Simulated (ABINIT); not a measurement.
# Quasiparticle gap of SiO2 (Stishovite) in ABINIT, part 3 of 3

Wanted: ground state, empty states, screening and self-energy for SiO2 (Stishovite).

ABINIT 10.8.3; LDA and many-body steps on it, plane waves. Known limits of the many-body steps: not at the basis limit; coarse k mesh.

So far. Step 4 (Empty states on the mesh, 4×4×4 mesh, 164 bands): On this mesh the gap is 5.665 eV. Step 5 (Screening, 4×4×4 mesh, 156 bands, screening to 179.6 eV): Local fields lower ε∞ by 7 %. On a Γ-centred mesh this coarse the value itself is usually too large, while a short band sum pulls it down.

### 6. Self-energy, 4×4×4 mesh, 156 bands, screening to 179.6 eV

The self-energy is evaluated for the states that the input lists, and the levels follow from it, in one-shot runs by the linearised quasiparticle equation.

This step: G0W0 on LDA, plane waves, norm-conserving pseudopotentials.

run.abi

```
acell 3*1.0 Angstrom
rprim 
  4.177300000000 0.000000000000 0.000000000000
  0.000000000000 4.177300000000 0.000000000000
  0.000000000000 0.000000000000 2.665200000000
ntypat 2
znucl 14 8
natom 6
typat 1 1 2 2 2 2
xred 
  0.000000000000 0.000000000000 0.000000000000
  0.500000000000 0.500000000000 0.500000000000
  0.305900000000 0.305900000000 0.000000000000
  0.194100000000 0.805900000000 0.500000000000
  0.694100000000 0.694100000000 0.000000000000
  0.805900000000 0.194100000000 0.500000000000
pp_dirpath "pseudos"
pseudos "Si.upf, O.upf"
ecut 36
ngkpt 4 4 4
nshiftk 1
shiftk 0 0 0
kptopt 1
chksymbreak 0
istwfk *1
occopt 1
irdwfk 1
optdriver 4
nband 156
gwcalctyp 0
ecutsigx 36
symsigma 1
nkptgw 6
kptgw 
  0.0000000000 0.0000000000 0.0000000000
  0.5000000000 0.0000000000 0.0000000000
  0.5000000000 0.5000000000 0.0000000000
  0.0000000000 0.0000000000 0.5000000000
  0.5000000000 0.0000000000 0.5000000000
  0.5000000000 0.5000000000 0.5000000000
bdgw 
  14 18
  15 18
  15 18
  15 18
  15 18
  15 18
ecuteps 6.6
irdscr 1
ppmodel 1
indata_prefix "in"
outdata_prefix "out"
tmpdata_prefix "tmp"
```

Command:

```bash
> OMP_NUM_THREADS=1 mpirun -n 4 abinit run.abi > log
```

Numbers of over 12 decimals in the logs are rounded to 6 here.

The program printed:

```text
.Version 10.8.3 of ABINIT. v10.8.2 released Aug 2026.

 Symmetries : space group P4_2/m n m (#136); Bravais tP (primitive tetrag.)
[... echo of the input left out ...]
== DATASET  1 ==================================================================
-   mpi_nproc: 4, omp_nthreads: 1 (-1 if OMP is not activated)

--- !DatasetInfo
iteration_state: {dtset: 1, }
dimensions: {natom: 6, nkpt: 18, mband: 156, nsppol: 1, nspinor: 1, nspden: 1, mpw: 3273, }
cutoff_energies: {ecut:  36.0, pawecutdg:  -1.0, }
electrons: {nelect:   3.20000000E+01, charge:   0.00000000E+00, occopt:   1.00000000E+00, tsmear:   1.00000000E-02, }

 SIGMA: Calculation of the GW corrections

 Based on a program developped by R.W. Godby, V. Olevano, G. Onida, and L. Reining.
 Incorporated in ABINIT by V. Olevano, G.-M. Rignanese, and M. Torrent.
.Using double precision arithmetic ; gwpc =  8

[... cell and pseudopotentials left out ...]
--------------------------------------------------------------------------------

 ==== K-mesh for the wavefunctions ====
 Number of points in the irreducible wedge :    18
[... list of points left out ...]
 Together with 16 symmetry operations and time-reversal symmetry
 yields    64 points in the full Brillouin Zone.

 ==== Q-mesh for screening function ====
 Number of points in the irreducible wedge :    18
[... list of points left out ...]
 Together with 16 symmetry operations and time-reversal symmetry
 yields    64 points in the full Brillouin Zone.

 vcoul_init : cutoff-mode = AUXILIARY_FUNCTION
 q-points for optical limit:   1
     1)      0.000010    0.000020    0.000030
 setmesh: FFT mesh size selected  =    48x   48x   30
          total number of points  =        69120

 Number of electrons calculated from density =   32.0000; Expected =   32.0000
 average of density, n =  0.101961
 r_s =    1.3279
 omega_plasma =   30.8015 [eV]

 === KS Band Gaps ===
  >>>> For spin  1
   Minimum direct gap =   5.6648 [eV], located at k-point      :   0.0000  0.0000  0.0000
   Fundamental gap    =   5.6648 [eV], Top of valence bands at :   0.0000  0.0000  0.0000
                                       Bottom of conduction at :   0.0000  0.0000  0.0000
 SIGMA fundamental parameters:
 PLASMON POLE MODEL  1
 number of plane-waves for SigmaX                 3273
 number of plane-waves for SigmaC and W            265
 number of plane-waves for wavefunctions          3273
 number of bands                                   156
 number of independent spin polarizations            1
 number of spinorial components                      1
 number of k-points in IBZ                          18
 number of q-points in IBZ                          18
 number of symmetry operations                      16
 number of k-points in BZ                           64
 number of q-points in BZ                           64
 number of frequencies for dSigma/dE                 9
 frequency step for dSigma/dE [eV]                0.25
 number of omega for Sigma on real axis              0
 max omega for Sigma on real axis  [eV]           0.00
 zcut for avoiding poles [eV]                     0.10

 EPSILON^-1 parameters (SCR file):
 dimension of the eps^-1 matrix on file            265
 dimension of the eps^-1 matrix used               265
 number of plane-waves for wavefunctions          3273
 number of bands                                   156
 number of q-points in IBZ                          18
 number of frequencies                               2
 number of real frequencies                          1
 number of imag frequencies                          1

 matrix elements of self-energy operator (all in [eV])

 Perturbative Calculation

--- !SelfEnergy_ee
iteration_state: {dtset: 1, }
kpoint     : [   0.000,    0.000,    0.000, ]
spin       : 1
KS_gap     :    5.665
QP_gap     :    8.188
Delta_QP_KS:    2.523
data: !SigmaeeData |
     Band     E0 <VxcDFT>   SigX SigC(E0)      Z dSigC/dE  Sig(E)    E-E0       E
       14   6.055 -20.851 -26.587   4.260   0.821  -0.218 -22.063  -1.212   4.843
       15   6.055 -20.851 -26.587   4.260   0.821  -0.218 -22.063  -1.212   4.843
       16   6.959 -21.031 -27.012   4.504   0.818  -0.222 -22.240  -1.208   5.751
       17  12.624 -16.021 -10.345  -4.118   0.845  -0.184 -14.706   1.315  13.939
       18  13.454 -12.149  -6.086  -4.331   0.865  -0.157 -10.652   1.497  14.951

--- !SelfEnergy_ee
iteration_state: {dtset: 1, }
kpoint     : [   0.500,    0.000,    0.000, ]
spin       : 1
KS_gap     :    8.731
QP_gap     :   11.626
Delta_QP_KS:    2.895
data: !SigmaeeData |
     Band     E0 <VxcDFT>   SigX SigC(E0)      Z dSigC/dE  Sig(E)    E-E0       E
       15   5.878 -20.338 -26.320   4.407   0.819  -0.221 -21.628  -1.290   4.589
       16   5.878 -20.338 -26.320   4.407   0.819  -0.221 -21.628  -1.290   4.589
       17  14.609 -15.482  -9.242  -4.340   0.845  -0.183 -13.876   1.605  16.215
       18  14.609 -15.482  -9.242  -4.340   0.845  -0.183 -13.876   1.605  16.215

--- !SelfEnergy_ee
iteration_state: {dtset: 1, }
kpoint     : [   0.500,    0.500,    0.000, ]
spin       : 1
KS_gap     :    9.622
QP_gap     :   12.677
Delta_QP_KS:    3.055
data: !SigmaeeData |
     Band     E0 <VxcDFT>   SigX SigC(E0)      Z dSigC/dE  Sig(E)    E-E0       E
       15   4.651 -19.160 -25.595   4.632   0.817  -0.224 -20.632  -1.472   3.179
[...]
--- !SelfEnergy_ee
iteration_state: {dtset: 1, }
kpoint     : [   0.000,    0.000,    0.500, ]
spin       : 1
KS_gap     :   11.624
QP_gap     :   14.967
Delta_QP_KS:    3.342
data: !SigmaeeData |
     Band     E0 <VxcDFT>   SigX SigC(E0)      Z dSigC/dE  Sig(E)    E-E0       E
[...]
--- !SelfEnergy_ee
iteration_state: {dtset: 1, }
kpoint     : [   0.500,    0.000,    0.500, ]
spin       : 1
KS_gap     :   10.390
QP_gap     :   13.571
Delta_QP_KS:    3.181
data: !SigmaeeData |
     Band     E0 <VxcDFT>   SigX SigC(E0)      Z dSigC/dE  Sig(E)    E-E0       E
[...]
18  15.565 -15.146  -8.679  -4.368   0.848  -0.179 -13.366   1.780  17.345

--- !SelfEnergy_ee
iteration_state: {dtset: 1, }
kpoint     : [   0.500,    0.500,    0.500, ]
spin       : 1
KS_gap     :    8.638
QP_gap     :   11.597
Delta_QP_KS:    2.959
data: !SigmaeeData |
     Band     E0 <VxcDFT>   SigX SigC(E0)      Z dSigC/dE  Sig(E)    E-E0       E
       15   5.395 -19.981 -26.324   4.647   0.816  -0.225 -21.365  -1.384   4.011
       16   5.395 -19.981 -26.324   4.647   0.816  -0.225 -21.365  -1.384   4.011
       17  14.034 -14.949  -8.845  -4.252   0.850  -0.176 -13.374   1.575  15.608
       18  14.034 -14.949  -8.845  -4.252   0.850  -0.176 -13.374   1.575  15.608

== END DATASET(S) ==============================================================
================================================================================

 -outvars: echo values of variables after computation  --------
           etotal      0.0000000000E+00
            nband         156
             nkpt          18
          spgroup         136
 [... the other variables as echoed above ...]

 Calculation completed.
```

Wall time 72 s (4 MPI ranks of Arm Neoverse V1, shared host); peak memory 1.6 GiB.

This step gave:

```
G0W0 gap on the mesh                         : 8.188 eV
starting gap on the mesh                     : 5.665 eV
k of the valence top                         : 0, 0, 0
k of the conduction bottom                   : 0, 0, 0
Z at the valence top                         : 0.818
Z at the conduction bottom                   : 0.845
least direct G0W0 gap on the computed points : 8.188 eV
```

The gap on the mesh goes from 5.66 eV to 8.19 eV, a correction of +2.52 eV.

Limits: finite bands, cutoff and mesh; coarse k mesh. v1 is the top filled band, c1 the lowest empty one. Levels before and after the correction, in eV, zero at the valence-band top of each column:

|  | conduction bottom | valence top |
| --- | --- | --- |
| Kohn-Sham | 5.66 | 0.00 |
| G0W0 | 8.19 | 0.00 |

|  | level | energy (eV) |
| --- | --- | --- |
| Kohn-Sham | Γ v3-v2 | -0.904 |
| Kohn-Sham | Γ v1 | 0.000 |
| Kohn-Sham | Γ c1 | 5.665 |
| Kohn-Sham | Γ c2 | 6.495 |
| G0W0 | Γ v3-v2 | -0.908 |
| G0W0 | Γ v1 | 0.000 |
| G0W0 | Γ c1 | 8.188 |
| G0W0 | Γ c2 | 9.200 |

### 7. Where the time went

Times are wall times on 4 MPI ranks of Arm Neoverse V1, shared host, good to a factor of about two.

| step | time | share | memory (GiB) |
| --- | --- | --- | --- |
| ground state | 36 s | 8 % | 0.33 |
| bands along the symmetry lines | 30 s | 7 % | 0.35 |
| empty states on the mesh | 2.3 min | 31 % | 2.5 |
| screening | 2.7 min | 37 % | 1.7 |
| self-energy | 72 s | 17 % | 1.6 |

### 8. Outcome

```yaml
lda_gap: 5.66 eV, direct
g0w0_gap_on_the_mesh: 8.19 eV
gw_settings: 4×4×4 mesh, 156 bands, screening to 179.6 eV, Godby-Needs plasmon pole
known_limits: not at the basis limit; coarse k mesh
```

What this shows: G0W0 moves the gap on the mesh from 5.66 eV to 8.19 eV (+2.52 eV), with Z of 0.82 and 0.84 at the edges. Local fields lower the RPA ε∞ on this mesh from 3.71 to 3.43; a Γ-centred mesh this coarse tends to raise both, most where the direct gap is narrow, while a short band sum lowers them. Bands and cutoff are finite, so the gap is not at the basis limit. The miss can reach some tenths of an eV and take either sign; the mesh is an error of its own. The 4×4×4 mesh is coarse for this cell, which bears on the long-range parts of exchange and screening.

[Paths, hosts, dates, memory and timing lines, banners, echoed tables and standing remarks are left out of the program output.]

[Logs are printed without paths, hosts, clocks, repeated set-up lines and the standing remarks that a program may print on its own settings, such as how far it seeks lower states.]

[Runs of the session that timed out or met a known fault of the program may be left out.]

[Hosts, paths, dates, database ids (printed as entryN), source tags and the programs' standing remarks are cut or masked in the printed files.]

[G0W0 gaps are taken among the corrected bands and points alone; a level outside them can change the order at an edge.]

[Where Ansatz stands beside ABINIT at settings called matched, ABINIT's density can come from a denser mesh and the files from another edition; pairs whose starting gaps differed by over 0.03 eV were left out, so agreement reads better than it is.]
